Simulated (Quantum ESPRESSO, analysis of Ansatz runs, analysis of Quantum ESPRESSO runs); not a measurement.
# Substitutional N in diamond: charge-transition level against experiment (Quantum ESPRESSO), part 3 of 4

Aim: the charge-transition level of substitutional N in diamond, to be set beside the measurement. Set-up: PBE, JTH 2.0 PBE, 32-site cell, PBE lattice, k: the single point 1/4 1/4 1/4 then 2x2x2 shifted, started with the impurity moved along one bond, dielectric constants 5.7 and 5.7 (handbook). The model is a cell of 32 host atoms with 1 C taken out and 1 N put in. The level is the Fermi energy at which two charge states have equal formation energy, after a correction for the images of the charge. Other potentials or another program check that the number doesn't hang on one set of files.

Quantum ESPRESSO 7.5; PBE, JTH 2.0 PBE, 32-site cell, PBE lattice, k: the single point 1/4 1/4 1/4 then 2x2x2 shifted, started with the impurity moved along one bond, dielectric constants 5.7 and 5.7 (handbook).

So far: Set-up; Relaxation, charge +1; Single point, charge +1.

### Step 4. Relaxation, charge 0

Level of this step: Quantum ESPRESSO plane-wave DFT, PBE, JTH 2.0 PBE potentials; relaxation of all atoms of a defect supercell (Quantum ESPRESSO).

File pw.in:

```
&CONTROL
  calculation = 'relax'
  prefix = 'pwscf'
  outdir = './tmp'
  pseudo_dir = './pseudo'
  tprnfor = .true.
  disk_io = 'low'
  nstep = 70
  forc_conv_thr = 0.00078
  etot_conv_thr = 0.0001
/
&SYSTEM
  ibrav = 0
  nat = 32
  ntyp = 2
  ecutwfc = 40
  ecutrho = 240
  nbnd = 69
  occupations = 'smearing'
  smearing = 'fd'
  degauss = 0.00073499
  nspin = 2
  starting_magnetization(1) = 0.125
  starting_magnetization(2) = 0.1
  tot_magnetization = 1
  nosym = .true.
/
&ELECTRONS
  conv_thr = 3d-08
  electron_maxstep = 100
  mixing_beta = 0.3
/
&IONS
  ion_dynamics = 'bfgs'
/
ATOMIC_SPECIES
C     12.0110 C.GGA_PBE-JTH.UPF
N     14.0070 N.GGA_PBE-JTH.UPF
CELL_PARAMETERS angstrom
  -3.5736125014    3.5736125014    3.5736125014
   3.5736125014   -3.5736125014    3.5736125014
   3.5736125014    3.5736125014   -3.5736125014
ATOMIC_POSITIONS crystal
C     -0.0013103266    0.0000634216    0.4966116671
C      0.0030112604    0.2492914596    0.2505736371
[... 1 atom line left out ...]
C      0.0005269372    0.7511078027    0.7474430166
[... 2 atom lines left out ...]
C      0.2518475149    0.5039304349    0.7515663070
[... 3 atom lines left out ...]
N      0.4487968439    0.4512131742    0.4484000646
C      0.4994026998    0.7482608741    0.2521122633
C      0.7489280281   -0.0021187294    0.7462073776
C      0.7518541074    0.2520694004    0.4986642039
[... 1 atom line left out ...]
C      0.7528632749    0.7524391205   -0.0002506420
[... 6 atom lines left out ...]
C      0.2517370261    0.5037695987    0.5028091434
[... 2 atom lines left out ...]
C      0.5010530358    0.2520464314    0.5037986302
C      0.4999010251    0.5033689736    0.2513058351
[... 4 atom lines left out ...]
C      0.7491189571    0.7515938736    0.7477387767
K_POINTS crystal
1
0.25 0.25 0.25 1.0
```

Launch:

```sh
OMP_NUM_THREADS=1 mpirun -n 4 pw.x -in pw.in > pw.out
```

Log:

```text
[banner, memory and clock lines left out]
          URL

     file C.GGA_PBE-JTH.UPF: wavefunction(s)  0S 2P 0P renormalized
     file N.GGA_PBE-JTH.UPF: wavefunction(s)  0S 0P renormalized

     bravais-lattice index     =            0
     lattice parameter (alat)  =      11.6968  a.u.
     unit-cell volume          =    1231.9100 (a.u.)^3
     number of atoms/cell      =           32
     number of atomic types    =            2
     number of electrons       =       129.00 (up:  65.00, down:  64.00)
     number of Kohn-Sham states=           69
     kinetic-energy cutoff     =      40.0000  Ry
     charge density cutoff     =     240.0000  Ry
     scf convergence threshold =      3.0E-08
     mixing beta               =       0.3000
     number of iterations used =            8  plain     mixing
     energy convergence thresh.=      1.0E-04
     force convergence thresh. =      7.8E-04
     Exchange-correlation= SLA PW PBX PBC
                           (   1   4   3   4   0   0   0)
     nstep                     =           70

     celldm(1)=  11.696797  celldm(2)=   0.000000  celldm(3)=   0.000000
     celldm(4)=   0.000000  celldm(5)=   0.000000  celldm(6)=   0.000000

     crystal axes: (cart. coord. in units of alat)
               a(1) = (  -0.577350   0.577350   0.577350 )
               a(2) = (   0.577350  -0.577350   0.577350 )
               a(3) = (   0.577350   0.577350  -0.577350 )

     reciprocal axes: (cart. coord. in units 2 pi/alat)
               b(1) = ( -0.000000  0.866025  0.866025 )
               b(2) = (  0.866025 -0.000000  0.866025 )
               b(3) = (  0.866025  0.866025  0.000000 )

     PseudoPot. # 1 for C  read from file:
     C.GGA_PBE-JTH.UPF
     Pseudo is Projector augmented-wave + core cor, Zval =  4.0
     Generated using ATOMPAW code
     Shape of augmentation charge: SINC**2
     Using radial grid of  920 points,  4 beta functions with:
                l(1) =   0
                l(2) =   0
                l(3) =   1
                l(4) =   1
     Q(r) pseudized with 0 coefficients

     PseudoPot. # 2 for N  read from file:
     N.GGA_PBE-JTH.UPF
     Pseudo is Projector augmented-wave + core cor, Zval =  5.0
     Generated using ATOMPAW code
     Shape of augmentation charge: SINC**2
     Using radial grid of  933 points,  4 beta functions with:
                l(1) =   0
                l(2) =   0
                l(3) =   1
                l(4) =   1
     Q(r) pseudized with 0 coefficients

     atomic species   valence    mass     pseudopotential
     C                 4.00    12.01100     C ( 1.00)
     N                 5.00    14.00700     N ( 1.00)

     Starting magnetic structure
     atomic species   magnetization
     C               0.125
     N               0.100

     No symmetry found

   Cartesian axes

     site n.     atom                  positions (alat units)
         1        C      tau(   1) = (   0.2875120   0.2859257  -0.2874388  )
         2        C      tau(   2) = (   0.2868587   0.0024788   0.0009983  )
         3        C      tau(   3) = (   0.2898900  -0.2889969   0.2916519  )
         4        C      tau(   4) = (   0.8648845  -0.0018116   0.0024201  )
         5        C      tau(   5) = (  -0.0026469   0.2872213   0.0011492  )
         6        C      tau(   6) = (  -0.0012606  -0.0029725   0.2885491  )
         7        C      tau(   7) = (   0.5794572   0.2883769   0.0024316  )
         8        C      tau(   8) = (   0.5763298  -0.0028554   0.2875589  )
         9        C      tau(   9) = (  -0.2888466   0.2861517   0.2866643  )
        10        C      tau(  10) = (   0.2890058   0.5794542  -0.0024300  )
        11        N      tau(  11) = (   0.2602790   0.2574888   0.2607371  )
        12        C      tau(  12) = (   0.2892354   0.0018787   0.5747818  )
        13        C      tau(  13) = (  -0.0027940   0.8644401   0.0003475  )
        14        C      tau(  14) = (  -0.0006469   0.5764547   0.2917116  )
        15        C      tau(  15) = (  -0.0023323   0.2909108   0.5772959  )
        16        C      tau(  16) = (  -0.0003896   0.0001002   0.8692315  )
        17        C      tau(  17) = (   0.1412237   0.1438686  -0.1450619  )
[...]
25        C      tau(  25) = (   0.1457711   0.7188520  -0.1449239  )
        26        C      tau(  26) = (   0.1471042   0.4346323   0.1439339  )
        27        C      tau(  27) = (   0.1470937   0.1430893   0.4341467  )
        28        C      tau(  28) = (   0.1453075  -0.1428068   0.7243630  )
        29        C      tau(  29) = (  -0.1413251   0.7221929   0.1432838  )
        30        C      tau(  30) = (  -0.1454206   0.4358562   0.4319255  )
        31        C      tau(  31) = (  -0.1438534   0.1448893   0.7248345  )
        32        C      tau(  32) = (   0.4331361   0.4302783   0.4347298  )

     number of k points=     1  Fermi-Dirac smearing, width (Ry)=  0.0007
                       cart. coord. in units 2pi/alat
        k(    1) = (   0.4330127   0.4330127   0.4330127), wk =   1.0000000

     Dense  grid:    77413 G-vectors     FFT dimensions: (  60,  60,  60)

     Smooth grid:    42147 G-vectors     FFT dimensions: (  48,  48,  48)

     Check: negative core charge=   -0.000056
     Generating pointlists ...
     new r_m :   0.0976 (alat units)  1.1415 (a.u.) for type    1
     new r_m :   0.0976 (alat units)  1.1415 (a.u.) for type    2

     Initial potential from superposition of free atoms

     starting charge     128.9987, renormalised to     129.0000
     Starting wfcs are  256 randomized atomic wfcs
     Checking if some PAW data can be deallocated...

     Self-consistent Calculation

     iteration #  1     ecut=    40.00 Ry     beta= 0.30
     Davidson diagonalization with overlap
     ethr =  1.00E-02,  avg # of iterations =  2.0

     total energy              =    -598.87832090 Ry
     estimated scf accuracy    <       1.98729034 Ry

     total magnetization       =     1.00 Bohr mag/cell
     absolute magnetization    =     1.16 Bohr mag/cell

     iteration #  2     ecut=    40.00 Ry     beta= 0.30
     Davidson diagonalization with overlap
     ethr =  1.54E-03,  avg # of iterations =  1.0

     total energy              =    -599.08456720 Ry
     estimated scf accuracy    <       0.77135691 Ry

     total magnetization       =     1.00 Bohr mag/cell
     absolute magnetization    =     1.11 Bohr mag/cell

     iteration #  3     ecut=    40.00 Ry     beta= 0.30
     Davidson diagonalization with overlap
     ethr =  5.98E-04,  avg # of iterations =  2.0

[...]
Gradient error          =      1.4E-03 Ry/Bohr

     number of scf cycles    =   6
     number of bfgs steps    =   5

     energy             old  =    -599.3059308226 Ry
     energy             new  =    -599.3061410771 Ry

     CASE: energy            _new < energy            _old

     new trust radius        =       0.0030285439 bohr
     new conv_thr            =       0.0000000005 Ry

ATOMIC_POSITIONS (crystal)
C               -0.0006525990       -0.0003306269        0.4999684720
C               -0.0055150961        0.2474231323        0.2466385694
C               -0.0006498173        0.5007708341       -0.0011194145
C                0.0031983333        0.7537152420        0.7529299468
C                0.2470530012       -0.0052834994        0.2466150099
C                0.2470863134        0.2474349614       -0.0059922251
C                0.2501173463        0.4981011445        0.7465055256
C                0.2501074707        0.7472797899        0.4972763275
C                0.5004371768       -0.0003274475       -0.0011409405
C                0.4977876648        0.2504207691        0.7465131599
N                0.4616419195        0.4619678462        0.4612021087
C                0.4977610438        0.7472882040        0.2496539519
C                0.7534296350        0.0035619080        0.7529402095
C                0.7469329915        0.2504044374        0.4972928137
C                0.7469963186        0.4981350904        0.2496608543
C                0.7533806229        0.7537433021        0.0027308110
[...]
NEW-OLD atomic charge density approx. for the potential

     Check: negative core charge=   -0.000056
     Generating pointlists ...

     Self-consistent Calculation

     iteration #  1     ecut=    40.00 Ry     beta= 0.30
     Davidson diagonalization with overlap
     ethr =  1.00E-06,  avg # of iterations =  2.0

     Threshold (ethr) on eigenvalues was too large:
     Diagonalizing with lowered threshold

     Davidson diagonalization with overlap
     ethr =  2.98E-09,  avg # of iterations =  4.5

     total energy              =    -599.30616236 Ry
     estimated scf accuracy    <       0.00000488 Ry

     total magnetization       =     1.00 Bohr mag/cell
     absolute magnetization    =     1.12 Bohr mag/cell

     iteration #  2     ecut=    40.00 Ry     beta= 0.30
     Davidson diagonalization with overlap
     ethr =  3.78E-09,  avg # of iterations =  2.0

     total energy              =    -599.30616257 Ry
     estimated scf accuracy    <       0.00000151 Ry

     total magnetization       =     1.00 Bohr mag/cell
     absolute magnetization    =     1.12 Bohr mag/cell

     iteration #  3     ecut=    40.00 Ry     beta= 0.30
     Davidson diagonalization with overlap
     ethr =  1.17E-09,  avg # of iterations =  2.0

     total energy              =    -599.30616280 Ry
     estimated scf accuracy    <       0.00000022 Ry

     total magnetization       =     1.00 Bohr mag/cell
     absolute magnetization    =     1.12 Bohr mag/cell

     iteration #  4     ecut=    40.00 Ry     beta= 0.30
     Davidson diagonalization with overlap
     ethr =  1.71E-10,  avg # of iterations =  2.0

     total energy              =    -599.30616284 Ry
     estimated scf accuracy    <       0.00000003 Ry

     total magnetization       =     1.00 Bohr mag/cell
     absolute magnetization    =     1.12 Bohr mag/cell

     iteration #  5     ecut=    40.00 Ry     beta= 0.30
     Davidson diagonalization with overlap
     ethr =  2.58E-11,  avg # of iterations =  3.0

     total energy              =    -599.30616285 Ry
     estimated scf accuracy    <          6.3E-09 Ry

     total magnetization       =     1.00 Bohr mag/cell
     absolute magnetization    =     1.12 Bohr mag/cell

     iteration #  6     ecut=    40.00 Ry     beta= 0.30
     Davidson diagonalization with overlap
     ethr =  4.86E-12,  avg # of iterations =  2.0

     Magnetic moment per site  (integrated on atomic sphere of radius R)
[...]
atom  25 (R=0.098)  charge=  1.7714  magn=  0.0042
     atom  26 (R=0.098)  charge=  1.7628  magn= -0.0022
     atom  27 (R=0.098)  charge=  1.7630  magn= -0.0022
     atom  28 (R=0.098)  charge=  1.7715  magn=  0.0042
     atom  29 (R=0.098)  charge=  1.7716  magn=  0.0042
     atom  30 (R=0.098)  charge=  1.7942  magn=  0.0035
     atom  31 (R=0.098)  charge=  1.7712  magn=  0.0042
     atom  32 (R=0.098)  charge=  1.8115  magn=  0.2838

     End of self-consistent calculation

 ------ SPIN UP ------------

          k = 0.4330 0.4330 0.4330 (  5276 PWs)   bands (ev):

[...]
15.6368  18.4157  18.9739  18.9742  19.1845

 ------ SPIN DOWN ----------

          k = 0.4330 0.4330 0.4330 (  5276 PWs)   bands (ev):

    -7.5965  -6.4967  -6.4959  -6.3788  -4.0077  -2.5409  -2.5407  -2.2677
    -2.2665  -2.2519  -2.1861  -2.1855  -2.1058  -2.0730  -2.0724  -1.6035
     1.5876   2.0312   2.0315   2.3793   2.3799   2.3850   2.4612   2.4948
     2.4952   2.5714   2.5717   3.0830   5.6127   5.6129   5.9839   6.3389
     6.3451   6.3453   6.4827   6.4831   6.5015   6.5048   6.6639   6.6733
     6.6737   6.7608   6.7611   7.2178   7.8697   7.8701   8.2452   8.2457
     8.2923   8.3388   8.3392   8.3838   8.4991   8.5159   8.5167   9.0712
    11.0543  11.0548  11.3959  11.3962  11.5213  11.5221  11.5443  12.2783
    16.8197  18.4890  18.9943  18.9946  19.2013

     the spin up/dw Fermi energies are    15.9125   12.5237 ev

!    total energy              =    -599.30616285 Ry
     total all-electron energy =      -599.306163 Ry
     estimated scf accuracy    <          5.4E-10 Ry
     smearing contrib. (-TS)   =      -0.00000000 Ry
     internal energy E=F+TS    =    -599.30616285 Ry

     The total energy is F=E-TS. E is the sum of the following terms:
     one-electron contribution =     130.79478003 Ry
     hartree contribution      =      34.05434767 Ry
     xc contribution           =    -146.56635317 Ry
     ewald contribution        =    -414.05836169 Ry
     one-center paw contrib.   =    -203.53057568 Ry

     total magnetization       =     1.00 Bohr mag/cell
     absolute magnetization    =     1.12 Bohr mag/cell

     convergence has been achieved in   6 iterations

     Forces acting on atoms (cartesian axes, Ry/au):

[...]
atom   25 type  1   force =     0.00019834    0.00012550    0.00010117
     atom   26 type  1   force =     0.00004868    0.00006155    0.00017911
     atom   27 type  1   force =     0.00001159    0.00019549   -0.00020979
     atom   28 type  1   force =    -0.00017238    0.00007724    0.00018243
     atom   29 type  1   force =     0.00003541    0.00007558    0.00004051
     atom   30 type  1   force =    -0.00041069    0.00000198   -0.00009556
     atom   31 type  1   force =    -0.00016956   -0.00018926   -0.00003078
     atom   32 type  1   force =    -0.00009533   -0.00006738    0.00009651

     Total force =     0.002015     Total SCF correction =     0.000044
     Energy error            =      2.2E-05 Ry
     Gradient error          =      5.1E-04 Ry/Bohr

     bfgs converged in   7 scf cycles and   6 bfgs steps
     (criteria: energy <  1.0E-04 Ry, force <  7.8E-04 Ry/Bohr)

     End of BFGS Geometry Optimization

     Final energy             =    -599.3061628484 Ry

     File ./tmp/pwscf.bfgs deleted, as requested
Begin final coordinates

ATOMIC_POSITIONS (crystal)
[...]
C                0.4999822199       -0.0013049047        0.7476047908
C                0.4907810764        0.2440516456        0.4903479006
C                0.4908261236        0.4911633884        0.2433124788
C                0.4999629864        0.7484417691       -0.0020626023
C                0.7481002209       -0.0012836147        0.4995148399
C                0.7473012474        0.2481480497        0.2473362261
C                0.7481338569        0.5003500014       -0.0020385371
C                0.7896485537        0.7899908626        0.7891941249
End final coordinates
```

Run time: 85 s. Hardware: 4 MPI ranks of Arm Neoverse V1, shared host; peak memory 0.42 GiB.

The steps of the relaxation:

| step | energy less that of the first step (eV) |
| --- | --- |
| 0 | 0.0000 |
| 1 | -0.9886 |
| 2 | -1.2166 |
| 3 | -1.2856 |
| 4 | -1.2922 |
| 5 | -1.2950 |
| 6 | -1.2953 |

The atoms that moved most (Å):

| atom | dx | dy | dz | length |
| --- | --- | --- | --- | --- |
| C32 | 0.141 | 0.156 | 0.134 | 0.249 |
| N11 | 0.038 | 0.053 | 0.039 | 0.076 |
| C23 | -0.061 | -0.028 | -0.029 | 0.073 |
| C26 | -0.040 | -0.056 | -0.017 | 0.071 |
| C27 | -0.040 | -0.017 | -0.047 | 0.064 |
| C2 | 0.010 | -0.038 | -0.023 | 0.045 |
| C10 | -0.005 | -0.035 | 0.021 | 0.041 |
| C21 | -0.035 | 0.000 | 0.013 | 0.037 |

Final coordinates:

```xyz
32
Lattice="-3.5736 3.5736 3.5736 3.5736 -3.5736 3.5736 3.5736 3.5736 -3.5736" Properties=species:S:1:pos:R:3 pbc="T T T"
C     1.7878    1.7855   -1.7902
C     1.7853   -0.0225   -0.0169
C     1.7879   -1.7959    1.7912
C     5.3727    0.0086    0.0142
C    -0.0204    1.7831   -0.0173
C    -0.0202   -0.0227    1.7886
C     3.5539    1.7815    0.0061
C     3.5538    0.0004    1.7872
C    -1.7936    1.7855    1.7913
C     1.7838    3.5517    0.0061
N     1.6493    1.6470    1.6525
C     1.7839    0.0005    3.5572
C     0.0110    5.3705    0.0145
C     0.0027    3.5515    1.7870
C     0.0029    1.7815    3.5574
C     0.0111    0.0085    5.3761
C     0.9036    0.9013   -0.9064
C     0.9037   -0.9119    0.9070
C     4.4655    0.8781   -0.8897
C     4.4655   -0.8952    0.8839
C    -0.9096    0.9012    0.9068
C     2.6700    2.6678   -0.8965
C     2.6365    0.8684    0.8740
C     2.6699   -0.9022    2.6733
C     0.8802    4.4631   -0.8896
C     0.8706    2.6340    0.8737
C     0.8707    0.8683    2.6397
C     0.8806   -0.8953    4.4687
C    -0.8929    4.4631    0.8838
C    -0.8999    2.6677    2.6735
C    -0.8928    0.8782    4.4689
C     2.8215    2.8191    2.8247
```

Neighbours of N11 at the end:

| atom | distance (Å) |
| --- | --- |
| C23 | 1.479 |
| C26 | 1.479 |
| C27 | 1.479 |
| C32 | 2.030 |
| C2 | 2.365 |
| C6 | 2.365 |
| C5 | 2.365 |
| C7 | 2.521 |
| C8 | 2.521 |
| C14 | 2.521 |
| C10 | 2.521 |
| C12 | 2.521 |
| C15 | 2.521 |

This step gave:

```yaml
total_moment: 1.000 μB
integral_of_the_absolute_spin_density: 1.123 μB
```

From the first step to the last the energy fell by 1.295 eV, and the largest move was 0.25 Å (C32).

(Part 3 of 4 ends here.)

[Logs are printed without paths, hosts, clocks, repeated set-up lines and the standing remarks that a program may print on its own settings, such as how far it seeks lower states.]

[Hosts, paths, dates, database ids (printed as entryN), source tags and the programs' standing remarks are cut or masked in the printed files.]

[For some hosts the program warned that the k-mesh of the response run may be too coarse for force constants and the static dielectric constant; such warnings are not shown here.]
